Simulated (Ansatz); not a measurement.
An input for Ansatz 0.2.0 (MnInF3 (R3m)):

```yaml
crystal:
  lattice:
    - [0.00145441, -4.30631907, -0.00145441]
    - [0.00145441, 0.00145441, 4.30631907]
    - [-4.30631907, 0.00145441, -0.00145441]
  atoms:
    - { symbol: Mn, position: [0.511751, 0.511751, 0.511751] }
    - { symbol: In, position: [0.00728, 0.00728, 0.00728] }
    - { symbol: F, position: [0.516833, 0.516833, 0.01252] }
    - { symbol: F, position: [0.516833, 0.01252, 0.516833] }
    - { symbol: F, position: [0.01252, 0.516833, 0.516833] }
kpoints:
  mp_grid: { grid: [8, 8, 8] }
  band_path:
    path:
      - [[0.0, 0.0, 0.0], [0.5, 0.0, 0.0], [0.5, -0.5, 0.5], [0.49932509, -0.50067491, 0.49932509]]
      - [[0.49932509, 0.49932509, 0.49932509], [0.0, 0.0, 0.0], [0.5, -0.5, 0.0]]
    npoints: 10
hamiltonian:
  xc: lda
  pseudopotentials: { kind: nc }
scf:
  occupations: { method: gaussian, width: 0.08 }
  n_extra_bands: 19
  max_iter: 150
output:
  eigenvalues: true
  forces: true
  stress: true
  fatbands: true
```

```sh
ansatz run input.yaml --threads 4 --pin off --max-ram 9216MiB --backend cpu --events-out ev --progress --plain --runs-dir out
```

**Question.** How long will it take on 4 threads of Arm Neoverse V1, shared host, and how much memory?

It took 83 s; on shared hardware allow 41 s to 2.8 min. Peak host memory was 1.0 GiB. The sizes that set the cost: 8529 plane waves a state, 65 irreducible k points and 15 SCF cycles.

[Paths, hosts, dates, memory and timing lines, banners, echoed tables and standing remarks are left out of the program output.]

[Logs are printed without paths, hosts, clocks, repeated set-up lines and the standing remarks that a program may print on its own settings, such as how far it seeks lower states.]

[Runs of the session that timed out or met a known fault of the program may be left out.]

[Hosts, paths, dates, database ids (printed as entryN), source tags and the programs' standing remarks are cut or masked in the printed files.]
